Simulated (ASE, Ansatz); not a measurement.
# Localised basis functions on germanene hexagonal flake, H-capped, Sn on Ge sites (60 atoms), part 2 of 2

Wanted: errors and times of a linear-scaling basis for germanene hexagonal flake, H-capped, Sn on Ge sites (60 atoms). A setting counts as converged where the r.m.s. difference of forces stays under 1 % of the r.m.s. force.

Ansatz 0.2.0; Kohn-Sham DFT, PBE, PAW (set soft_2), plane waves.

The cell: 8 Sn, 34 Ge and 18 H. Beside vacuum, support functions can miss their usual error bounds without a warning. The main run has no spin polarisation.

So far. Step 2 (Plane-wave single point): Between -25 and -18 eV lie 420 more states.

## (3) Structure statistics (continued)

Bond angles, per cent of each kind in bins of 5°:

```tsv
angle (°)	Ge-Ge-Ge	Ge-Ge-H	Ge-Ge-Sn	Ge-Sn-Sn
105–110	1.8	4.2	0.0	0.0
110–115	98.2	91.7	100.0	100.0
115–120	0.0	4.2	0.0	0.0
```

Bond angles (no mean is given where the spread exceeds 20°):

```tsv
angle	count	mean (°)	spread (°)
Ge-Ge-Ge	56	112	1.1
Ge-Ge-H	24	113	1.5
Ge-Ge-Sn	16	112	1.1
Ge-Sn-Sn	10	112	0.8
Ge-Sn-H	6	113	1.1
```

Counting bonds as in the table, all Ge atoms have 3, all H atoms have 1 and all Sn atoms have 3 bonded neighbours. The Ge-Ge-Ge angle averages 112° with a spread of 1.1°.

The surroundings of H45, which bears the longest force, nearest first, numbered as they follow in the input and with coordinates relative to it.

```tsv
atom	x	y	z	distance (Å)	bonds	Löwdin charge (e)	Fx	Fy	Fz (eV/Å)
H45	0.00	0.00	0.00	0.00	1	-0.10	-2.07	3.76	1.02
Sn3	0.69	-1.28	-0.40	1.51	3	0.39	1.43	-2.56	-1.56
H49	1.57	2.72	-0.14	3.14	1	-0.03	-0.43	0.10	-0.15
Ge12	3.05	-1.26	0.27	3.31	3	-0.07	1.17	-0.38	0.24
Ge2	-0.45	-3.31	0.30	3.35	3	-0.10	-0.70	0.19	0.72
H44	-1.89	-3.26	-0.13	3.77	1	-0.02	-0.81	-0.02	-0.13
Ge16	3.05	2.80	0.26	4.15	3	0.09	0.72	-0.53	0.08
Ge17	4.19	0.73	-0.43	4.27	3	0.03	0.25	0.63	0.15
```

The column of bonds counts only the pairs Ge-Ge within 2.88 Å, Ge-H within 1.89 Å, Ge-Sn within 3.03 Å, H-Sn within 2.04 Å, Sn-Sn within 2.84 Å; other neighbours, such as metal atoms beside each other in a compound, aren't counted, and periodic images can show an atom twice.

## (4) Support functions medium

The cell is solved in localised support functions.

This step: Kohn-Sham DFT, PBE, PAW (set soft_2), localised support functions (medium) (Ansatz 0.2.0).

The input, input.yaml:

```yaml
crystal:
  lattice:
    - [33.55091, 0.0, 0.0]
    - [0.0, 30.66363, 0.0]
    - [0.0, 0.0, 12.68]
  atoms:
    [... the 60 atom lines of step 2 ...]
kpoints:
  mp_grid: { grid: [1, 1, 1] }
hamiltonian:
  xc: pbe
scf:
  occupations: { method: gaussian, width: 0.05 }
  eigensolver: { kind: { support_functions: { accuracy: medium } } }
  mixing: { beta: 0.2 }
  max_iter: 150
output:
  forces: true
```

Started as:

```sh
$ ansatz run input.yaml --threads 32 --pin off --max-ram 143360MiB --backend cuda --events-out ev --progress --plain --runs-dir out
```

Numbers of over 12 decimals in the logs are rounded to 6 here.

The program printed:

```text
Warning: scf.eigensolver.kind.support_functions: disabling space-group detection — the functions' gradient is summed over unrotated k-points, so no spatial operation reduces the k-mesh or symmetrises the density; time reversal is kept, so that k and −k are solved as one point where they differ and the mesh holds both, and exact exchange and, on two spinor components, a DFT+U term hold to it where the run has them: [...]
settings of this run that can trade accuracy for cost: scf.eigensolver.kind.support_functions [...]
[...]
GPU FFT provider: cuFFT
GPU libraries: cuBLAS 13.8.1, cuFFT 12.4.0, cuSOLVER 12.3.2
[...]
Crystal: 60 atoms, lattice volume = 13045.091 Å³
Basis set: ecut = 420 eV, 254909 PW (Γ), exchange–correlation on 450×432×180 points (8 copies of the dense FFT grid, shifted against one another)
Bands: 364, of which v1, the nominal top of the filled ones, is band 303 counted from 1 (302 counted from 0)
Symmetry: 1 space group operations
k-points: 1
[...]
GPU buffer pool allocated for 4374000 grid points (all kernels)
[...]
SCF iter   1: F=—  HF=-194452.984795 eV  |F-HF|=—  |Δ(HF+E_count)|=         —  Δρ=1.20e-2  dr2=1.76e1  ethr=1.00e-1
[...]
SCF iter  13: F=—  HF=-194474.761294 eV  |F-HF|=—  |Δ(HF+E_count)|=   7.19e-5  Δρ=6.09e-6  dr2=5.70e-6  ethr=2.30e-9  κ⁻¹=4.4e-6(r=7)
SCF iter  14: F=-194474.761266 eV  HF=-194474.761287 eV  |F-HF|=2.17e-5  |Δ(HF+E_count)|=   7.11e-6  Δρ=2.51e-6  dr2=7.76e-7  ethr=9.41e-10
SCF 1 converged in 14 iterations: F = -194474.761822 eV  dr2 = 7.76e-7
[...]
SCF converged after 14 iterations
Stability not checked: this state was not tested for a lower state beside it, because the mixer in use, unlike msr1, does not test its closes by its own steps (another_mixer; see scf.mixing.algorithm and scf.lower_state_search)
Free energy (F): -194474.761822 eV
[...]
Internal energy: -194474.761822 eV  (E = F + TS)
E sigma→0 (E₀):  -194474.761822 eV
Fermi energy:    -3.364371 eV
[...]
Σ components = -194474.761822   (vs F -194474.761822, Δ=0.00e0)
--- Forces (eV/Å), atoms counted from 1 ---
[... 60 lines of forces left out ...]
  max |Σ_I F_I| component: 8.16e-4 eV/Å
--- Band table (eV) ---
[... left out ...]
  guard bands above this table: 53 of the run's 364 bands (output.publish_guard_bands: true publishes all)
```

Run time: 4.7 s. Hardware: 1 × NVIDIA GB200 with 32 threads of Arm Neoverse V2, shared host; peak memory 3.6 GiB; 24 s of CPU time.

That memory is the host's; the program planned up to 9.1 GiB on the GPU.

The program notes that the band table was not solved further than the SCF left it and it switched symmetry off.

Keys that differ from the reference: support_functions.accuracy = "medium", scf.max_iter = 150 and scf.mixing.beta = 0.2.

Forces differ from the reference by 2.1 meV/Å r.m.s., 0.20 % of their size, well within a tolerance of 1 %; the energy by -1.7 meV/atom. The two runs also began from different starting densities, which bears on cycles and time.

## (5) What each setting buys

Each row is set against the plane-wave reference (Kohn-Sham DFT, PBE, PAW (set soft_2), plane waves; r.m.s. force component 1.03 eV/Å). Energies are set beside the reference only for runs with its functional, potentials and electron count. Times are for 1 × NVIDIA GB200 with 32 threads of Arm Neoverse V2, shared host. The reference's time includes the DOS, which some other runs skip.

```tsv
run	Δ force, r.m.s. (meV/Å)	share of r.m.s. force (%)	Δ energy (meV/atom)	Δ gap (eV)	cycles	time	host memory (GiB)	planned on the GPU (GiB)
reference	-	-	-	-	12	4.6 s	3.3	16
support functions medium	2.08	0.201	-1.71	0	14	4.7 s	3.6	9.1
```

## (6) Summary of results

* free energy per atom: -3241.2443 eV/atom
* r.m.s. force component: 1.031 eV/Å
* gap (highest filled to lowest empty level): 0.87 eV
* wall time of the 2 DFT runs: 9.3 s

**Reading.** Against plane waves at 420 eV, the forces differ by 2.1 meV/Å (0.20 %) with support functions medium. Differences between support functions and plane waves include what basis error the plane-wave run still has.

The highest filled and lowest empty levels differ by 0.87 eV (at Γ alone); states at the surface or the caps may set this spacing. Counting bonds as in the table, all Ge atoms have 3, all H atoms have 1 and all Sn atoms have 3 bonded neighbours.

Caveats: The geometry was built by rule, was displaced at random and isn't relaxed at this level: its force components are 1.0 eV/Å r.m.s.

[Logs are printed without paths, hosts, clocks, repeated set-up lines and the standing remarks that a program may print on its own settings, such as how far it seeks lower states.]

[Hosts, paths, dates, database ids (printed as entryN), source tags and the programs' standing remarks are cut or masked in the printed files.]
